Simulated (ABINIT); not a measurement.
## A GW chain in ABINIT: CsPbCl3 (Pm-3m)

Wanted: ground state, empty states, screening and self-energy for CsPbCl3 (Pm-3m).

Calculated with ABINIT 10.8.3; PBE and many-body steps on it, plane waves.

## (1) The starting structure

Symmetry: Pm-3m, No. 221, cubic system. The conventional cell has a = 5.605 Å, b = 5.605 Å, c = 5.605 Å, α = 90.00°, β = 90.00°, γ = 90.00°. Nearest to Cs lie 12 Cl at 3.96 Å. Nearest to Pb lie 6 Cl at 2.80 Å. Nearest to Cl lie 2 Pb at 2.80 Å and 4 Cs at 3.96 Å. Farther neighbours and most contacts between anions are not listed.

The cell and positions come from the Crystallography Open Database and are kept as given unless a step says otherwise. Spin-orbit coupling is left out unless a step names it.

## (2) Ground state

This step: ABINIT 10.8.3; DFT, PBE, plane waves, norm-conserving pseudopotentials.

The ground-state density comes first.

run.abi reads:

```
acell 3*1.0 Angstrom
rprim 
  5.605000000000 0.000000000000 0.000000000000
  0.000000000000 5.605000000000 0.000000000000
  0.000000000000 0.000000000000 5.605000000000
ntypat 3
znucl 55 82 17
natom 5
typat 1 2 3 3 3
xred 
  0.000000000000 0.000000000000 0.000000000000
  0.500000000000 0.500000000000 0.500000000000
  0.500000000000 0.500000000000 0.000000000000
  0.000000000000 0.500000000000 0.500000000000
  0.500000000000 0.000000000000 0.500000000000
pp_dirpath "pseudos"
pseudos "Cs.upf, Pb.upf, Cl.upf"
ecut 32
ngkpt 4 4 4
nshiftk 1
shiftk 0 0 0
kptopt 1
chksymbreak 0
nband 32
occopt 1
tolvrs 1e-08
nstep 60
prtwf 0
optforces 0
optstress 0
indata_prefix "in"
outdata_prefix "out"
tmpdata_prefix "tmp"
```

On the command line:

```
$ OMP_NUM_THREADS=1 mpirun -n 4 abinit run.abi > log
```

Numbers of over 12 decimals in the logs are rounded to 6 here.

What it wrote:

```text
.Version 10.8.3 of ABINIT. v10.8.2 released Aug 2026.

 Symmetries : space group Pm -3 m (#221); Bravais cP (primitive cubic)
================================================================================
 Values of the parameters that define the memory need of the present run
     intxc =       0    ionmov =       0      iscf =       7    lmnmax =       8
     lnmax =       8     mgfft =      54  mpssoang =       4    mqgrid =    3001
     natom =       5  nloc_mem =       1    nspden =       1   nspinor =       1
    nsppol =       1      nsym =      48    n1xccc =    2501    ntypat =       3
    occopt =       1   xclevel =       2
-    mband =          32        mffmem =           1         mkmem =           3
       mpw =       10315          nfft =      157464          nkpt =          10
================================================================================
  Rough estimation (10% accuracy) of disk space for files :
================================================================================

--------------------------------------------------------------------------------
------------- Echo of variables that govern the present computation ------------
--------------------------------------------------------------------------------
 -outvars: echo values of preprocessed input variables --------
            acell      1.8897261259E+00  1.8897261259E+00  1.8897261259E+00 Bohr

      chksymbreak           0
             ecut      3.20000000E+01 Hartree
-          fftalg         312

              ixc     -101130
              kpt      0.00000000E+00  0.00000000E+00  0.00000000E+00
                       2.50000000E-01  0.00000000E+00  0.00000000E+00
                       5.00000000E-01  0.00000000E+00  0.00000000E+00
                       2.50000000E-01  2.50000000E-01  0.00000000E+00
                       5.00000000E-01  2.50000000E-01  0.00000000E+00
                       5.00000000E-01  5.00000000E-01  0.00000000E+00
                       2.50000000E-01  2.50000000E-01  2.50000000E-01
                       5.00000000E-01  2.50000000E-01  2.50000000E-01
                       5.00000000E-01  5.00000000E-01  2.50000000E-01
                       5.00000000E-01  5.00000000E-01  5.00000000E-01
         kptrlatt        4    0    0      0    4    0      0    0    4
          kptrlen      4.23676597E+01
P           mkmem           3
            natom           5
            nband          32
            ngfft          54      54      54
             nkpt          10
            nstep          60
             nsym          48
           ntypat           3
              occ      2.000000  2.000000  2.000000  2.000000  2.000000  2.000000
                       2.000000  2.000000  2.000000  2.000000  2.000000  2.000000
                       2.000000  2.000000  2.000000  2.000000  2.000000  2.000000
                       2.000000  2.000000  2.000000  2.000000  2.000000  2.000000
                       2.000000  2.000000  0.000000  0.000000  0.000000  0.000000
                       0.000000  0.000000
        optforces           0
        optstress           0
            prtwf           0
            rprim      5.6050000000E+00  0.0000000000E+00  0.0000000000E+00
                       0.0000000000E+00  5.6050000000E+00  0.0000000000E+00
[...]
spgroup         221

           tolvrs      1.00000000E-08

             xred      0.0000000000E+00  0.0000000000E+00  0.0000000000E+00
[...]
znucl       55.00000   82.00000   17.00000

================================================================================

 chkinp: Checking input parameters for consistency.

================================================================================
== DATASET  1 ==================================================================
-   mpi_nproc: 4, omp_nthreads: 1 (-1 if OMP is not activated)

--- !DatasetInfo
iteration_state: {dtset: 1, }
dimensions: {natom: 5, nkpt: 10, mband: 32, nsppol: 1, nspinor: 1, nspden: 1, mpw: 10315, }
cutoff_energies: {ecut:  32.0, pawecutdg:  -1.0, }
electrons: {nelect:   5.20000000E+01, charge:   0.00000000E+00, occopt:   1.00000000E+00, tsmear:   1.00000000E-02, }

 Real(R)+Recip(G) space primitive vectors, cartesian coordinates (Bohr,Bohr^-1):
 R(1)= 10.5919149  0.0000000  0.0000000  G(1)=  0.0944116  0.0000000  0.0000000
 R(2)=  0.0000000 10.5919149  0.0000000  G(2)=  0.0000000  0.0944116  0.0000000
 R(3)=  0.0000000  0.0000000 10.5919149  G(3)=  0.0000000  0.0000000  0.0944116
 Unit cell volume ucvol=  1.1882928E+03 bohr^3
 Angles (23,13,12)=  9.00000000E+01  9.00000000E+01  9.00000000E+01 degrees

 getcut: wavevector=  0.0000  0.0000  0.0000  ngfft=  54  54  54
         ecut(hartree)=     32.000   => boxcut(ratio)=   2.00207

--- Pseudopotential description ------------------------------------------------
- Cs Generated using ONCVPSP code by D. R. Hamann
- 55.00000   9.00000  171031                  znucl, zion, pspdat
12 -101130 3 -1 2414                          pspcod,pspxc,lmax,lloc,mmax
     nproj     2     2     2     2
  pspatm : epsatm=   22.81663564
         --- l  ekb(1:nproj) -->
[...]
pspatm: atomic psp has been read  and splines computed

- Pb Generated using ONCVPSP code by D. R. Hamann
- 82.00000  22.00000  220131                  znucl, zion, pspdat
12 -101130 3 -1 1692                          pspcod,pspxc,lmax,lloc,mmax
     nproj     2     2     2     1
  pspatm : epsatm=   27.21822286
         --- l  ekb(1:nproj) -->
[...]
3    9.337611
 pspatm: atomic psp has been read  and splines computed

- Cl Generated using ONCVPSP code by D. R. Hamann
- 17.00000   7.00000  171031                  znucl, zion, pspdat
12 -101130 2 -1 1028                          pspcod,pspxc,lmax,lloc,mmax
     nproj     2     2     2     0
  pspatm : epsatm=    9.12776517
         --- l  ekb(1:nproj) -->
[...]
pspatm: atomic psp has been read  and splines computed

   4.02574401E+03                                ecore*ucvol(ha*bohr**3)
--------------------------------------------------------------------------------

_setup2: Arith. and geom. avg. npw (full set) are   10275.234   10275.182

================================================================================

--- !BeginCycle
iteration_state: {dtset: 1, }
solver: {iscf: 7, nstep: 60, nline: 4, wfoptalg: 0, }
tolerances: {tolvrs: 1.00E-08, }

     iter   Etot(hartree)      deltaE(h)  residm     vres2
 ETOT  1  -282.09127707631    -2.821E+02 3.367E-01 2.303E+02
 ETOT  2  -282.63218172564    -5.409E-01 6.445E-03 2.387E+01
 ETOT  3  -282.63623625471    -4.055E-03 8.149E-03 6.134E+00
 ETOT  4  -282.63648421894    -2.480E-04 1.144E-03 6.246E-01
 ETOT  5  -282.63651776948    -3.355E-05 5.387E-04 1.494E-01
 ETOT  6  -282.63652215599    -4.387E-06 1.679E-04 2.358E-02
 ETOT  7  -282.63652346236    -1.306E-06 7.571E-05 4.557E-03
 ETOT  8  -282.63652366616    -2.038E-07 8.369E-05 2.074E-04
 ETOT  9  -282.63652367534    -9.183E-09 3.768E-05 4.005E-06
 ETOT 10  -282.63652367576    -4.252E-10 3.799E-05 2.413E-07
 ETOT 11  -282.63652367582    -5.139E-11 1.735E-05 4.773E-09

 At SCF step   11       vres2   =  4.77E-09 < tolvrs=  1.00E-08 =>converged.

--- !ResultsGS
iteration_state: {dtset: 1, }
comment   : Summary of ground state results
lattice_vectors:
- [ 10.5919149,   0.0000000,   0.0000000, ]
- [  0.0000000,  10.5919149,   0.0000000, ]
- [  0.0000000,   0.0000000,  10.5919149, ]
lattice_lengths: [  10.59191,   10.59191,   10.59191, ]
lattice_angles: [ 90.000,  90.000,  90.000, ] # degrees, (23, 13, 12)
lattice_volume:   1.1882928E+03
convergence: {deltae: -5.139E-11, res2:  4.773E-09, residm:  1.735E-05, diffor:  0.000E+00, }
etotal    :  -2.82636524E+02
entropy   :   0.00000000E+00
fermie    :   1.02427899E-01
cartesian_stress_tensor: null
pressure_GPa: null
xred      :
- [  0.0000E+00,   0.0000E+00,   0.0000E+00, Cs]
- [  5.0000E-01,   5.0000E-01,   5.0000E-01, Pb]
- [  5.0000E-01,   5.0000E-01,   0.0000E+00, Cl]
- [  0.0000E+00,   5.0000E-01,   5.0000E-01, Cl]
- [  5.0000E-01,   0.0000E+00,   5.0000E-01, Cl]
cartesian_forces: null
force_length_stats: {min: null, max: null, mean: null, }

 Integrated electronic density in atomic spheres:
 ------------------------------------------------
 Atom  Sphere_radius  Integrated_density
[...]
================================================================================

 ----iterations are completed or convergence reached----

 Mean square residual over all n,k,spin=   12.519E-08; max=  17.347E-06
 reduced coordinates (array xred) for    5 atoms
       0.000000000000      0.000000000000      0.000000000000
       0.500000000000      0.500000000000      0.500000000000
       0.500000000000      0.500000000000      0.000000000000
       0.000000000000      0.500000000000      0.500000000000
       0.500000000000      0.000000000000      0.500000000000
 rms dE/dt=  0.0000E+00; max dE/dt=  0.0000E+00; dE/dt below (all hartree)
    1       0.000000000000      0.000000000000      0.000000000000
    2       0.000000000000      0.000000000000      0.000000000000
    3       0.000000000000      0.000000000000      0.000000000000
    4       0.000000000000      0.000000000000      0.000000000000
    5       0.000000000000      0.000000000000      0.000000000000

 cartesian coordinates (angstrom) at end:
    1      0.000000     0.000000     0.000000
    2      2.802500     2.802500     2.802500
    3      2.802500     2.802500     0.000000
    4      0.000000     2.802500     2.802500
    5      2.802500     0.000000     2.802500
 length scales=  1.889726125908  1.889726125908  1.889726125908 bohr
              =  1.000000000000  1.000000000000  1.000000000000 angstroms
 prteigrs : about to open file out_EIG
 Fermi (or HOMO) energy (hartree) =   0.10243   Average Vxc (hartree)=  -0.29278
 Eigenvalues (hartree) for nkpt=  10  k points:
 kpt#   1, nband= 32, wtk=  0.01563, kpt=  0.0000  0.0000  0.0000 (reduced coord)
  -5.02370   -2.88158   -2.88158   -2.88158   -0.68291   -0.51653   -0.51653   -0.50762
  -0.50762   -0.50762   -0.45513   -0.42305   -0.42305   -0.19776   -0.19776   -0.19776
  -0.14101   -0.06948   -0.06948   -0.06948    0.00536    0.00536    0.00536    0.00927
   0.00927    0.00927    0.22532    0.25983    0.25983    0.29325    0.29325    0.29325
 prteigrs : prtvol=0 or 1, do not print more k-points.

--- !EnergyTerms
iteration_state     : {dtset: 1, }
comment             : Components of total free energy in Hartree
kinetic             :  8.08797040700819E+01
hartree             :  1.00499096126179E+02
xc                  : -5.43967834896113E+01
Ewald energy        : -1.33017418738071E+02
psp_core            :  3.38783852564955E+00
local_psp           : -3.03728844613565E+02
non_local_psp       :  2.37398844435198E+01
total_energy        : -2.82636523675816E+02
total_energy_eV     : -7.69093161296399E+03
band_energy         : -3.80895010693657E+01

== END DATASET(S) ==============================================================
================================================================================

 -outvars: echo values of variables after computation  --------
           etotal     -2.8263652368E+02
            nband          32
             nkpt          10
          spgroup         221
 [... the other variables as echoed above ...]

 Calculation completed.
```

Run time: 53 s. Hardware: 4 MPI ranks of Arm Neoverse V1, shared host; peak memory 0.43 GiB; 3.6 min of CPU time.

Numbers from this step:

```
total energy               : -7690.9316 eV
gap                        : 1.932 eV
k of the valence top       : 0.5, 0.5, 0.5
k of the conduction bottom : 0.5, 0.5, 0.5
least direct gap           : 1.932 eV
```

The gap is direct, at (0.500, 0.500, 0.500).

(Continued in part 2 of 3.)

[Paths, hosts, dates, memory and timing lines, banners, echoed tables and standing remarks are left out of the program output.]

[Logs are printed without paths, hosts, clocks, repeated set-up lines and the standing remarks that a program may print on its own settings, such as how far it seeks lower states.]

[Runs of the session that timed out or met a known fault of the program may be left out.]

[Hosts, paths, dates, database ids (printed as entryN), source tags and the programs' standing remarks are cut or masked in the printed files.]

[G0W0 gaps are taken among the corrected bands and points alone; a level outside them can change the order at an edge.]

[Where Ansatz stands beside ABINIT at settings called matched, ABINIT's density can come from a denser mesh and the files from another edition; pairs whose starting gaps differed by over 0.03 eV were left out, so agreement reads better than it is.]
